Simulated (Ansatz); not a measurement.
# La on Pd(100): change of the work function, part 4 of 5

Aim: the work function of Pd(100) at several coverages of La (bridge site), and the dipole that each adsorbate carries.

Ansatz 0.2.0; plane-wave DFT, PBE, Ansatz PAW.

So far, work function, upper face (eV): step 2 (the clean slab) 5.10; step 3 (37 atoms, coverage 0.111 ML, cell 3x3) 2.93; step 4 (17 atoms, coverage 0.25 ML, cell 2x2) 2.25.

### 6. The slab at 0.25 ML, atoms frozen

This step: plane-wave DFT, PBE, Ansatz PAW (Ansatz 0.2.0).

To see where the charge goes, the covered slab, the bare substrate and the adsorbate layer are each run at the same frozen positions and on the same grid.

input.yaml reads:

```yaml
crystal:
  lattice:
    - [5.5012907576, 0.0, 0.0]
    - [0.0, 5.5012907576, 0.0]
    - [0.0, 0.0, 27.2948684986]
  atoms:
    - { symbol: Pd, position: [0.25, 0.25, 0.3297323085] }
    - { symbol: Pd, position: [0.0, 0.0, 0.400991124] }
    - { symbol: Pd, position: [0.25, 0.2549315511, 0.4757242738] }
    - { symbol: Pd, position: [-0.0114452932, 0.0, 0.5465623464] }
    - { symbol: Pd, position: [0.25, 0.75, 0.3297323085] }
    - { symbol: Pd, position: [0.0, 0.5, 0.400991124] }
    - { symbol: Pd, position: [0.25, 0.7450684489, 0.4757242738] }
    - { symbol: Pd, position: [0.0006223076, 0.5, 0.5536478497] }
    - { symbol: Pd, position: [0.75, 0.25, 0.3297323085] }
    - { symbol: Pd, position: [0.5, 0.0, 0.400991124] }
    - { symbol: Pd, position: [0.75, 0.2562607694, 0.4744370062] }
    - { symbol: Pd, position: [0.5114452932, 0.0, 0.5465623464] }
    - { symbol: Pd, position: [0.75, 0.75, 0.3297323085] }
    - { symbol: Pd, position: [0.5, 0.5, 0.400991124] }
    - { symbol: Pd, position: [0.75, 0.7437392306, 0.4744370062] }
    - { symbol: Pd, position: [0.4993776924, 0.5, 0.5536478497] }
    - { symbol: La, position: [0.25, 0.0, 0.6197728151] }
kpoints:
  mp_grid: { grid: [6, 6, 1] }
hamiltonian:
  xc: pbe
scf:
  occupations: { method: fermi_dirac, width: 0.1 }
  convergence: { dr2_threshold: 1.0e-08 }
efield:
  axis: 3
  dipole_correction: true
  ramp_position: 0.97
  ramp_width: 0.06
output:
  write_potential: true
  write_density: true
  volumetric_format: npy
```

The run is started by

```console
> ansatz run input.yaml --threads 4 --pin off --max-ram 12288MiB --backend cpu --events-out ev --progress --plain --runs-dir out
```

Numbers of over 12 decimals in the logs are rounded to 6 here.

The program printed:

```text
[...]
Crystal: 17 atoms, lattice volume = 826.057 Å³
Basis set: ecut = 420 eV, 16079 PW (Γ)
Bands: 180, of which v1, the nominal top of the filled ones, is band 150 counted from 1 (149 counted from 0)
Symmetry: 4 space group operations
[...]
k-points: 16 of 36
[...]
SCF iter   1: F=—  HF=-117813.034880 eV  |F-HF|=—  |Δ(HF+E_count)|=         —  Δρ=4.87e-3  dr2=6.16e-1  ethr=1.77e-3  p=0.417 e·Å  D=9.14e-2 V/Å  ΔV_dip=-2.49 eV  dr2_dipole=2.27e-2  V_vac-E_F(+/−)=2.38/4.88 eV  ⟨swp⟩=8.0  Hψ=11844  notcnv=0  defer=40
[...]
SCF iter  13: F=-117813.019746 eV  HF=-117813.019746 eV  |F-HF|=5.82e-11  |Δ(HF+E_count)|=   6.14e-9  Δρ=4.49e-7  dr2=4.29e-9  ethr=3.34e-12  p=0.475 e·Å  D=1.04e-1 V/Å  ΔV_dip=-2.84 eV  dr2_dipole=4.38e-10  V_vac-E_F(+/−)=2.25/5.09 eV  ⟨swp⟩=16.4  Hψ=9068  notcnv=0
SCF 1 converged in 13 iterations: F = -117813.019746 eV  dr2 = 4.29e-9
[...]
SCF converged after 13 iterations
Free energy (F): -117813.019746 eV
[...]
Internal energy: -117812.133359 eV  (E = F + TS)
E sigma→0 (E₀):  -117812.576552 eV
Entropy (-TS):   -0.886387 eV (-52.140 meV/atom)
Fermi energy:    3.779990 eV
Dipole field:    D = 0.104031 V/Å  (p = 0.474912 e·Å, saw-weighted, corrected)
Work function:   Φ+ = 2.2548 eV   Φ− = 5.0943 eV
[...]
--- Band table (eV; the first three rows and the last of 16) ---
  k-point 0: bands = [... 146 lower, 3.7953, 3.7978, 4.0769, 4.1608, 4.2001, 4.4251, 4.5537, 4.7917, ... 26 higher]
  k-point 1: bands = [... 146 lower, 3.8298, 3.8823, 3.8830, 3.9606, 3.9731, 4.1865, 4.1999, 4.4631, ... 26 higher]
  k-point 2: bands = [... 146 lower, 3.6256, 3.6290, 3.7023, 3.7204, 3.7732, 3.8629, 3.9165, 4.5270, ... 26 higher]
  k-point 15: bands = [... 146 lower, 3.1326, 3.2306, 3.6404, 3.6843, 3.6902, 3.6939, 4.0680, 4.1073, ... 26 higher]
```

Elapsed: 2 min, on 4 threads of Arm Neoverse V1, shared host; peak memory 4.2 GiB.

Numbers from this step:

```yaml
energy_at_zero_smearing: -117812.5766 eV
work_function_upper_face: 2.255 eV
work_function_lower_face: 5.094 eV
dipole_along_the_normal: 0.4749 e·Å
step_between_the_vacuum_levels: -2.840 eV
```

The work function of the upper face is 2.25 eV.

### 7. The substrate of the 0.25 ML cell alone

System of this step: La/Pd(100), substrate alone, atoms held. The cell holds 16 atoms: 16 Pd. Cell: a = 5.501 Å, b = 5.501 Å, c = 27.295 Å, α = 90.0°, β = 90.0°, γ = 90.0°. Vacuum lies along c.

The second part, atoms unmoved.

Edit input.yaml of step 6 so:

```diff
@@ -22,3 +22,2 @@
     - { symbol: Pd, position: [0.4993776924, 0.5, 0.5536478497] }
-    - { symbol: La, position: [0.25, 0.0, 0.6197728151] }
 kpoints:
```

The program printed:

```text
[...]
Crystal: 16 atoms, lattice volume = 826.057 Å³
Basis set: ecut = 420 eV, 16079 PW (Γ)
Bands: 173, of which v1, the nominal top of the filled ones, is band 144 counted from 1 (143 counted from 0)
Symmetry: 4 space group operations
[...]
k-points: 16 of 36
[...]
SCF iter   1: F=—  HF=-111560.317082 eV  |F-HF|=—  |Δ(HF+E_count)|=         —  Δρ=7.55e-3  dr2=2.80e0  ethr=1.77e-3  p=-0.000 e·Å  D=-3.78e-5 V/Å  ΔV_dip=0.00 eV  dr2_dipole=1.22e-1  V_vac-E_F(+/−)=4.85/4.85 eV  ⟨swp⟩=7.3  Hψ=11685  notcnv=0  defer=97
[...]
SCF iter  13: F=-111560.216697 eV  HF=-111560.216697 eV  |F-HF|=3.35e-10  |Δ(HF+E_count)|=   5.15e-9  Δρ=3.93e-7  dr2=2.43e-9  ethr=3.47e-12  p=-0.001 e·Å  D=-1.96e-4 V/Å  ΔV_dip=0.01 eV  dr2_dipole=2.86e-11  V_vac-E_F(+/−)=5.10/5.10 eV  ⟨swp⟩=32.1  Hψ=11651  notcnv=0
the search or the solves at the SCF's close seem to have found levels that the self-consistency loop had missed (the run counts 1). By its estimate they hold under 1e-12 electrons; where the run keeps them, the occupations were computed again with them
SCF 1 converged in 13 iterations: F = -111560.216697 eV  dr2 = 2.43e-9
[...]
SCF converged after 13 iterations
Free energy (F): -111560.216697 eV
[...]
Internal energy: -111559.167850 eV  (E = F + TS)
E sigma→0 (E₀):  -111559.692273 eV
Entropy (-TS):   -1.048846 eV (-65.553 meV/atom)
Fermi energy:    2.017097 eV
Dipole field:    D = -0.000192 V/Å  (p = -0.000878 e·Å, saw-weighted, corrected)
Work function:   Φ+ = 5.1019 eV   Φ− = 5.0967 eV
[...]
--- Band table (eV; the first three rows and the last of 16) ---
  k-point 0: bands = [... 140 lower, 2.0266, 2.0978, 2.1134, 2.3644, 2.4269, 2.6618, 2.7197, 3.0792, ... 25 higher]
  k-point 1: bands = [... 140 lower, 1.9256, 1.9608, 2.1483, 2.1538, 2.2004, 2.4387, 2.5165, 2.5605, ... 25 higher]
  k-point 2: bands = [... 140 lower, 1.8838, 1.9084, 1.9749, 1.9838, 1.9890, 2.1376, 2.1468, 2.1618, ... 25 higher]
  k-point 15: bands = [... 140 lower, 1.4742, 1.5027, 1.5579, 1.5733, 1.9635, 1.9887, 1.9895, 2.0012, ... 25 higher]
```

Elapsed: 1.8 min, on 4 threads; peak memory 3.9 GiB; 7.2 min of CPU time.

Numbers from this step:

| Quantity | Value |
| --- | --- |
| energy at zero smearing | -111559.6923 eV |
| work function, upper face | 5.102 eV |
| dipole along the normal | -8.78e-4 e·Å |

The work function of the upper face is 5.10 eV.

### 8. The adsorbate layer of the 0.25 ML cell alone

System of this step: La/Pd(100), adsorbate layer alone, atoms held. The cell holds 1 atom: 1 La. Cell: a = 5.501 Å, b = 5.501 Å, c = 27.295 Å, α = 90.0°, β = 90.0°, γ = 90.0°. Vacuum lies along c.

The third part; a free layer of atoms may carry a moment, so spin is on.

input.yaml, the sections that differ from step 7:

```yaml
crystal:
  lattice:
    - [5.5012907576, 0.0, 0.0]
    - [0.0, 5.5012907576, 0.0]
    - [0.0, 0.0, 27.2948684986]
  atoms:
    - { symbol: La, position: [0.25, 0.0, 0.6197728151], spin: 1.0 }
magnetization:
  spin_polarized: true
# kpoints, hamiltonian, scf, efield, output: as in step 7
```

The program printed:

```text
[...]
Crystal: 1 atoms, lattice volume = 826.057 Å³
Basis set: ecut = 420 eV, 16079 PW (Γ)
Bands: 10, of which v1, the nominal top of the filled ones, is band 6 counted from 1 (5 counted from 0)
Symmetry: 8 space group operations
k-points: 10 of 36
[...]
Starting moments: Σ|m| = 1 μB on 1 of 1 site
[...]
SCF iter   1: F=—  HF=-6247.016630 eV  |F-HF|=—  |Δ(HF+E_count)|=         —  Δρ=2.78e-2 (↑2.78e-2 ↓4.52e-3)  dr2=1.06e1  dr2_m=1.05e0  M=1.471 μB ∫|m|=1.471 μB  β_m=0.63  ethr=3.10e-3  p=0.000 e·Å  D=3.02e-9 V/Å  ΔV_dip=-0.00 eV  dr2_dipole=1.31e-9  V_vac-E_F(+/−)=3.83/3.83 eV  ⟨swp⟩=7.0  Hψ=4741  notcnv=0
[...]
automatic band count: the SCF goes on with 14 bands, as 10 were too few: the levels above may hold too much charge
[...]
spin=Collinear: LDOS preconditioning applied to the charge; magnetization (m = ρ↑ − ρ↓) channel mixes plain (no charge-response kernel on spin).
SCF iter   2: F=—  HF=-6246.613744 eV  |F-HF|=—  |Δ(HF+E_count)|=   4.03e-1  Δρ=1.13e-2 (↑1.13e-2 ↓6.56e-3)  dr2=3.59e0  dr2_m=4.45e-2  M=1.426 μB ∫|m|=1.426 μB  β_m=0.40  ethr=3.10e-3  p=0.000 e·Å  D=1.53e-5 V/Å  ΔV_dip=-0.00 eV  dr2_dipole=9.31e-9  V_vac-E_F(+/−)=3.55/3.55 eV  ⟨swp⟩=2.2  Hψ=874  notcnv=0  defer=1
density mixer auto → msr1: a metal under ldos (density of states about μ 6.35 of a free-electron gas's, 30 screened modes)
SCF iter   3: F=—  HF=-6246.380452 eV  |F-HF|=—  |Δ(HF+E_count)|=   2.33e-1  Δρ=8.99e-3 (↑7.18e-3 ↓8.99e-3)  dr2=1.66e-1  dr2_m=4.87e-1  M=1.192 μB ∫|m|=1.192 μB  β_m=0.70  ethr=3.10e-3  p=0.000 e·Å  D=1.07e-5 V/Å  ΔV_dip=-0.00 eV  dr2_dipole=1.22e-9  V_vac-E_F(+/−)=3.21/3.21 eV  ⟨swp⟩=2.4  Hψ=559  notcnv=0  defer=1
[...]
SCF iter  21: F=-6246.592683 eV  HF=-6246.592683 eV  |F-HF|=3.22e-9  |Δ(HF+E_count)|=   1.28e-9  Δρ=2.37e-7 (↑2.37e-7 ↓8.41e-8)  dr2=3.48e-9  dr2_m=7.67e-11  M=1.352 μB ∫|m|=1.352 μB  ethr=1.97e-12  p=-0.000 e·Å  D=-1.57e-6 V/Å  ΔV_dip=0.00 eV  dr2_dipole=4.23e-10  V_vac-E_F(+/−)=3.06/3.06 eV  ⟨swp⟩=1.4  Hψ=1345  notcnv=0
SCF 1 converged in 21 iterations: F = -6246.592683 eV  dr2 = 3.48e-9
[...]
SCF converged after 21 iterations
an eigenvalue changed by more than its tolerance at an iteration that met the thresholds in force, so the SCF went on 2 times, its first undamped step at iteration 20: the last check found none over its tolerance
Magnetization: 1.3520 μB (6.1760 up, 4.8240 down)
Absolute magnetization: 1.3520 μB (∫|ρ↑−ρ↓|, with the PAW one-centre terms)
[...]
Per-site moments (μB) at R_I (Å): [(1.144268, 2.269282)]
Free energy (F): -6246.592683 eV
[...]
Internal energy: -6246.320588 eV  (E = F + TS)
E sigma→0 (E₀):  -6246.456636 eV
Entropy (-TS):   -0.272095 eV (-272.095 meV/atom)
Fermi energy:    -2.275848 eV
Dipole field:    D = 0.000012 V/Å  (p = 0.000055 e·Å, saw-weighted, corrected)
Work function:   Φ+ = 3.0563 eV   Φ− = 3.0566 eV
[...]
--- Band table (eV; the first three rows and the last of 20) ---
  k-point 0 ↑: bands = [... 2 lower, -20.6604, -20.6604, -3.7625, -2.5586, -2.4170, -1.9509, -1.9202, -1.9202, ... 12 higher]
  k-point 1 ↑: bands = [... 2 lower, -20.6633, -20.6602, -3.6048, -2.4843, -2.3838, -1.9546, -1.9220, -1.9212, ... 12 higher]
  k-point 2 ↑: bands = [... 2 lower, -20.6690, -20.6599, -3.2426, -2.3705, -2.1716, -2.0622, -1.9412, -1.9312, ... 12 higher]
  k-point 9 ↓: bands = [... 2 lower, -20.2966, -20.2126, -2.1445, -1.7496, -1.6788, -1.6639, -1.6639, -1.6493, ... 12 higher]
```

Wall time 23 s (4 threads); peak memory 1.2 GiB; 85 s of CPU time.

This step gave:

```yaml
energy_at_zero_smearing: -6246.4566 eV
total_moment: 1.352 μB
site_moments: 1.144 μB
work_function_upper_face: 3.056 eV
dipole_along_the_normal: 5.50e-5 e·Å
```

Site moment by atom:

```tsv
atom	site moment (μB)
La1	1.14
```

The free layer carries a moment of 1.4 μB a cell.

### 9. Density difference at 0.25 ML

This step: plane-wave DFT, PBE, Ansatz PAW; density difference on adsorption (Ansatz 0.2.0).

The densities of the parts are taken from that of the whole and averaged over planes; the first moment of what is left gives the step in the potential.

Numbers from this step:

| Property | Result |
| --- | --- |
| largest charge moved | 0.01160 e/Å² |
| potential step from the moved charge | -2.845 eV |

The electron density difference oscillates, so the rows of the table below give means over windows of 1 Å about each position, cut where the curve ends. Its maxima inside the range that stand out by 2 % of the span (Å: e/Å³): 10.5: 9.8e-4, 11.4: 8.2e-4, 12.7: 0.00436, 13.4: 0.00577, 14.9: 0.00478, 15.9: 0.0231, 17.6: -4.5e-4. Its minima: 10.9: -0.00115, 12.1: -8.4e-4, 12.9: -0.00545, 14.4: -0.0102, 15.4: -0.00348, 16.9: -0.00933, 18.5: -0.00438.

Planar mean, whole system less its parts. Table of electron density difference by z; means over each step:

```tsv
z (Å)	electron density difference (e/Å³)
7	1.4e-6
8	-4.4e-5
9	-1.7e-5
10	4.7e-5
11	1.5e-4
12	-2.5e-5
13	0.00125
14	-0.00492
15	-9.8e-4
16	0.0158
17	-0.00523
18	-0.00236
19	-0.00298
20	-6.3e-4
21	-5.8e-5
22	3.4e-6
23	3.0e-6
24	9.0e-7
```

The electrons moved below z oscillates, so the rows of the table below give means over windows of 1 Å about each position, cut where the curve ends. Its maxima inside the range that stand out by 2 % of the span (Å: e/Å²): 10.7: 1.8e-4, 12.7: 9.9e-4, 13.6: 0.00177, 15.1: -0.00409, 16.5: 0.0116. Its minima: 12.2: -2.2e-4, 13.1: -2.3e-4, 14.8: -0.00540, 15.4: -0.00475.

Planar mean, whole system less its parts. Electrons moved below z against z; means over each step:

```tsv
z (Å)	electrons moved below z (e/Å²)
6	1.0e-6
7	3.4e-6
8	-1.6e-5
9	-2.9e-5
10	-1.3e-4
11	5.3e-5
12	1.9e-6
13	6.1e-4
14	-2.0e-4
15	-0.00468
16	0.00461
17	0.00854
18	0.00506
19	0.00169
20	2.2e-4
21	4.5e-6
22	-6.0e-6
23	-2.1e-6
24	-3.9e-7
```

### 10. Varying the input

This step: plane-wave DFT, PBE, Ansatz PAW (Ansatz 0.2.0).

System of this step: La/Pd(100). The cell holds 17 atoms: 16 Pd and 1 La. Its edges and angles: a = 5.501 Å, b = 5.501 Å, c = 27.295 Å, α = 90.0°, β = 90.0°, γ = 90.0°. Vacuum lies along c. The cell carries charge +1.

A run with a changed input: it repeats the earlier run at 0.25 ML with scf.eigensolver.kind to davidson and total_charge to 1; its output block differs too.

input.yaml reads:

```yaml
crystal:
  lattice:
    - [5.5012907576, 0.0, 0.0]
    - [0.0, 5.5012907576, 0.0]
    - [0.0, 0.0, 27.2948684986]
  atoms:
    - { symbol: Pd, position: [0.25, 0.25, 0.3297323085] }
    - { symbol: Pd, position: [0.0, 0.0, 0.400991124] }
    - { symbol: Pd, position: [0.25, 0.25, 0.4744466759] }
    - { symbol: Pd, position: [0.0, 0.0, 0.5470718412] }
    - { symbol: Pd, position: [0.25, 0.75, 0.3297323085] }
    - { symbol: Pd, position: [0.0, 0.5, 0.400991124] }
    - { symbol: Pd, position: [0.25, 0.75, 0.4744466759] }
    - { symbol: Pd, position: [0.0, 0.5, 0.5470718412] }
    - { symbol: Pd, position: [0.75, 0.25, 0.3297323085] }
    - { symbol: Pd, position: [0.5, 0.0, 0.400991124] }
    - { symbol: Pd, position: [0.75, 0.25, 0.4744466759] }
    - { symbol: Pd, position: [0.5, 0.0, 0.5470718412] }
    - { symbol: Pd, position: [0.75, 0.75, 0.3297323085] }
    - { symbol: Pd, position: [0.5, 0.5, 0.400991124] }
    - { symbol: Pd, position: [0.75, 0.75, 0.4744466759] }
    - { symbol: Pd, position: [0.5, 0.5, 0.5470718412] }
    - { symbol: La, position: [0.25, 0.0, 0.6702676915] }
kpoints:
  mp_grid: { grid: [6, 6, 1] }
hamiltonian:
  xc: pbe
scf:
  occupations: { method: fermi_dirac, width: 0.1 }
  convergence: { dr2_threshold: 1.0e-08 }
  eigensolver: { kind: davidson }
efield:
  axis: 3
  dipole_correction: true
  ramp_position: 0.97
  ramp_width: 0.06
relax:
  f_tol: 0.02
  max_steps: 60
  constraints: [{ sites: [0, 1, 4, 5, 8, 9, 12, 13] }]
output:
  bader: true
  dos: { projected: true, e_range: [-8, 4] }
  write_potential: true
  write_density: true
  volumetric_format: npy
total_charge: 1
```

The program printed:

```text
Error: efield: with total_charge ≠ 0 without external_charges — the saw-weighted dipole of a charged cell depends on the ramp position (the isolated-slab reference a dipole correction restores does not exist for a charged slab), so the field energy is ill-defined under the jellium convention; neutralise the cell or drop the efield: block, which crystal.periodic lets a charged slab do
```

Elapsed: 0.03 s, on 4 threads; peak memory 0.032 GiB.

The input was rejected at the start.

The program's message: “Error: efield: with total_charge ≠ 0 without external_charges — the saw-weighted dipole of a charged cell depends on the ramp position (the isolated-slab reference a dipole correction restores does no …”

[end of part 4 of 5]

[Logs are printed without paths, hosts, clocks, repeated set-up lines and the standing remarks that a program may print on its own settings, such as how far it seeks lower states.]

[Hosts, paths, dates, database ids (printed as entryN), source tags and the programs' standing remarks are cut or masked in the printed files.]

[Maps of the electrostatic potential energy from Ansatz leave out the sawtooth potential of an applied field or a dipole correction, so their vacuum need not be flat; planar profiles and work functions include it.]
